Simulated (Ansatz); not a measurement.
# BePd3C (built on the sites of a database entry of CaPd3C): a soft mode frozen in, part 3 of 3

Wanted: the energy along a soft mode of BePd3C (built on the sites of a database entry of CaPd3C) and the structure at the end.

Ansatz 0.2.0; DFT PBEsol, scalar-relativistic, plane waves, PAW.

So far. Step 5 (Energy along the mode, all amplitudes (two of the runs …): The lowest of the steps tried is at 0.32 Å, 2.52 meV/atom below the parent; the bottom of the well need not coincide with a step. Step 7 (The new phase in its own primitive cell): The largest force component left is 0.99 meV/Å and the pressure is 0.000 GPa, within the tolerances set. The cell now holds 13.14 Å³/atom.

The structure was built from a prototype and need not be the compound's stable phase.

## 8. Modes of the new phase, k-mesh 10×10×10

A relaxed structure may still be a saddle point, so its zone-centre modes are computed. No field response is asked, since the mesh shows no gap.

input.yaml reads:

```yaml
crystal:
  lattice:
    - [4.0211915446, 0.0, 0.0]
    - [0.0, 2.7561213542, 2.9643532328]
    - [0.0, -2.7561213542, 2.9643532328]
  atoms:
    - { symbol: Be, position: [0.0, 0.0812564192, 0.0812564192] }
    - { symbol: Pd, position: [0.0, 0.491575717, 0.491575717] }
    - { symbol: Pd, position: [0.5, 0.4856659113, 0.9972541168] }
    - { symbol: Pd, position: [0.5, 0.9972541168, 0.4856659113] }
    - { symbol: C, position: [0.5, 0.5024148025, 0.5024148025] }
kpoints:
  mp_grid: { grid: [10, 10, 10] }
hamiltonian:
  xc: pbesol
scf:
  occupations: { method: methfessel_paxton, width: 0.2 }
output:
  eigenvalues: true
phonons:
  method: dfpt
```

Command:

```
$ ansatz run input.yaml --threads 4 --pin off --max-ram 14336MiB --backend cpu --events-out ev --progress --plain --runs-dir out
```

Numbers of over 12 decimals in the logs are rounded to 6 here.

Output:

```text
zone centre: on kpoints.mp_grid the ground state, and the responses unless they are solved on pairs of k-points, stand on 312 of the mesh's 1000 k-points, reduced under 2 symmetry operations, with k and −k counted as one. Each operation leaves every solved displacement unchanged or reverses it
[...]
Crystal: 5 atoms, lattice volume = 65.707 Å³
Basis set: ecut = 420 eV, 1289 PW (Γ), exchange–correlation on 54×60×60 points (8 copies of the dense FFT grid, shifted against one another)
Bands: 36, of which v1, the nominal top of the filled ones, is band 30 counted from 1 (29 counted from 0)
Symmetry: 4 space group operations
k-points: 312 of 1000 (irreducible under 2 space group operations, time reversal used)
[...]
SCF iter   1: F=—  HF=-21055.900749 eV  |F-HF|=—  |Δ(HF+E_count)|=         —  Δρ=8.25e-3  dr2=3.67e-2  ethr=1.77e-3  ⟨swp⟩=5.1  Hψ=44330  notcnv=0
[...]
SCF iter  11: F=-21055.890454 eV  HF=-21055.890454 eV  |F-HF|=0.00e0  |Δ(HF+E_count)|=    0.00e0  S|Δr|=    0.00e0  Δρ=5.01e-8  dr2=1.20e-12  ethr=1.00e-12  ⟨swp⟩=9.0  Hψ=48893  notcnv=0
SCF 1 converged in 11 iterations: F = -21055.890454 eV  dr2 = 1.20e-12
[...]
DFPT response loops at Γ: preconditioner auto → Kerker (q_TF=auto, 2.687 Å⁻¹) (partly filled bands, converged f_vac=0.000); β = 1.00, the filter's whole step (`scf.mixing.beta` (0.50) is not read by the response loops under this deck's `scf.mixing.preconditioner`; to damp them name `kerker` or `kerker_dos`, under which they read `scf.mixing.beta`, and type it under 1.00, their step now; both keys bind the ground state too); Broyden in place of MSR1
SCF converged after 11 iterations
[...]
Free energy (F): -21055.890454 eV
[...]
Internal energy: -21055.888975 eV  (E = F + TS)
E sigma→0 (E₀):  -21055.890084 eV
Entropy (-TS):   -0.001479 eV (-0.296 meV/atom)
Fermi energy:    15.594140 eV
[...]
--- Band table (eV; the first three rows and the last of 312) ---
  k-point 0: bands = [... 26 lower, 13.2857, 14.3490, 14.4238, 14.4468, 14.6374, 18.4030, 18.5212, 18.6104, ... 2 higher]
  k-point 1: bands = [... 26 lower, 13.4930, 14.3969, 14.4321, 14.5817, 14.6683, 18.2706, 18.5183, 18.7551, ... 2 higher]
  k-point 2: bands = [... 26 lower, 13.6291, 14.2777, 14.4332, 14.9240, 14.9338, 18.1338, 18.8392, 19.0458, ... 2 higher]
  k-point 311: bands = [... 26 lower, 14.3239, 14.4055, 14.4885, 14.6931, 14.6936, 17.3666, 17.4569, 18.1239, ... 2 higher]
--- Phonons (Γ-DFPT): 12 representative perturbations + reference, on 312 of 1000 k-points (Σ response iterations 42) ---
  k mesh reduced under 2 symmetry operations, with k and −k counted as one. Each operation leaves every solved displacement unchanged or reverses it
  ASR residual: 5.883e-5 → 0.000e0 eV/Å²; symmetrization residual: 2.134e-6 eV/Å²
  ASR residual per site (eV/Å²): 5.88e-5 6.50e-6 1.27e-5 1.27e-5 3.80e-6
[...]
non-analytic LO–TO correction: not included (Born effective charges unavailable; polar crystals: no LO–TO splitting at Γ)
```

Elapsed: 5.4 min, on 4 threads of Arm Neoverse V1, shared host; peak memory 2.2 GiB; 21 min of CPU time.

This step gave:

```yaml
sum_rule_residual_before_enforcement: 5.88e-5 eV/Å²
point_group: mm2
highest_optical_mode_at_the_zone_centre_no_lo_to_term: 515.4 cm⁻¹
lowest_optical_zone_centre_mode: -61.12 cm⁻¹
```

Patterns of degenerate modes are one choice out of their space. The modes at Γ (shares of kinetic energy by element, %) (negative means imaginary):

| mode | frequency (cm⁻¹) | symmetry | Be % | Pd % | C % |
| --- | --- | --- | --- | --- | --- |
| 1 | -61.1 | B2 | 52 | 39 | 8 |
| 2 | 0.0 | acoustic | 3 | 94 | 4 |
| 3 | 0.0 | acoustic | 3 | 94 | 4 |
| 4 | 0.0 | acoustic | 3 | 94 | 4 |
| 5 | 35.0 | B2 | 1 | 98 | 2 |
| 6 | 87.7 | A2 | 0 | 100 | 0 |
| 7 | 103.5 | A1 | 4 | 95 | 1 |
| 8 | 129.5 | B1 | 21 | 69 | 10 |
| 9 | 139.1 | B2 | 44 | 49 | 8 |
| 10 | 173.1 | A1 | 4 | 83 | 13 |
| 11 | 174.8 | B1 | 76 | 21 | 2 |
| 12 | 233.6 | A1 | 89 | 11 | 0 |
| 13 | 447.9 | B2 | 0 | 21 | 79 |
| 14 | 499.4 | A1 | 0 | 17 | 83 |
| 15 | 515.4 | B1 | 0 | 16 | 84 |

Displacements in mode 1 (-61.1 cm⁻¹), the largest set to 1:
```
Be1  0.00  1.00  0.00
Pd2  0.00 -0.18  0.00
Pd3  0.00  0.03 -0.12
Pd4  0.00  0.03  0.12
C5   0.00  0.34  0.00
```

Displacements in mode 9 (139.1 cm⁻¹), the largest set to 1:
```
Be1  0.00  1.00  0.00
Pd2  0.00  0.19  0.00
Pd3  0.00 -0.12  0.13
Pd4  0.00 -0.12 -0.13
C5   0.00 -0.36  0.00
```

Before it was imposed, the acoustic sum rule was missed by 5.9e-5 eV/Å². Small misses are needed for a sound result but don't prove that mesh and cutoff are converged. The lowest optical mode is imaginary, 61.1i cm⁻¹, so the energy falls along it.

## 9. The phases reached

The phases reached along the modes that were followed are set side by side.

Energies are those of the first relaxation, on the mesh of the frozen mode; space group, volume and gap are those of the last relaxation. Phases, by row:

| mode frozen in | space group | energy from parent (meV/atom) | volume (Å³/atom) | gap on mesh (eV) | lowest zone-centre optical mode (cm⁻¹) | largest shift (Å) |
| --- | --- | --- | --- | --- | --- | --- |
| parent | Pm-3m | 0 | 12.95 | 0 | – | – |
| q = (0, 0, -0.5), 128i cm⁻¹ | Cmcm | -13.51 | 13.03 | 0 | – | 0.235 |
| q = (0, 0, -0.5), 128i cm⁻¹ | Pmma | -13.86 | 13.08 | 0 | – | 0.328 |
| q = (0, 0, -0.5), 128i cm⁻¹ | P2_1/m | -14.45 | 13.08 | 0 | – | 0.345 |
| q = (0, 0, 0), 108i cm⁻¹ | P4mm | -6.98 | 13.19 | 0 | 70 | 0.397 |
| q = (0, 0, 0), 108i cm⁻¹ | R3m | -6.18 | 13.09 | 0 | -38.6 | 0.377 |
| q = (0, 0, 0), 108i cm⁻¹ | Amm2 | -6.92 | 13.14 | 0 | -61.1 | 0.413 |

## 10. Outcome

```yaml
unstable_mode_of_the_parent: q = (0, 0, 0), 108i cm⁻¹
depth_at_the_lowest_point_sampled: 2.52 meV/atom
largest_atomic_shift_at_that_point: 0.32 Å
space_group_reached_within_0p01_a: Amm2
energy_gained_over_the_parent_first_relaxation_on_the_mesh_of_the_frozen_mode: 6.92 meV/atom
volume_per_atom_phase_reached: 13.1 Å³
lowest_optical_zone_centre_mode_phase_reached: -61.1 cm⁻¹
highest_optical_mode_at_the_zone_centre_no_lo_to_term_phase_reached: 515 cm⁻¹
```

In words: Along this mode the structure falls into Amm2, 6.92 meV/atom below the parent. At the parent's cell the well is 2.523 meV/atom deep on the steps tried, with its lowest point at a shift of 0.32 Å. Relaxing atoms and cell changes the gain by +4.39 meV/atom against the lowest step (energies at zero smearing). Most of the total comes from this relaxation. The new phase still has an imaginary mode at the zone centre of its cell, so it is a saddle point on the way to a lower structure. Of the 6 patterns followed to their end from this parent, this one ends 7.53 meV/atom above the lowest, P2_1/m. Another end point lies within 1 meV/atom; how such a difference moves with mesh and cutoff was not tested. Each path keeps the symmetry of its pattern, so a lower phase may lie along a pattern not tried. With no gap, or one that is small against the smearing, the frequencies hang on the k mesh and the smearing, most of all near Kohn anomalies. A phonon run warned that its eigensolver left some bands unconverged in a pass. The starting cell was built on a prototype and not taken from a measurement, so the phase need not exist.

[Logs are printed without paths, hosts, clocks, repeated set-up lines and the standing remarks that a program may print on its own settings, such as how far it seeks lower states.]

[Hosts, paths, dates, database ids (printed as entryN), source tags and the programs' standing remarks are cut or masked in the printed files.]
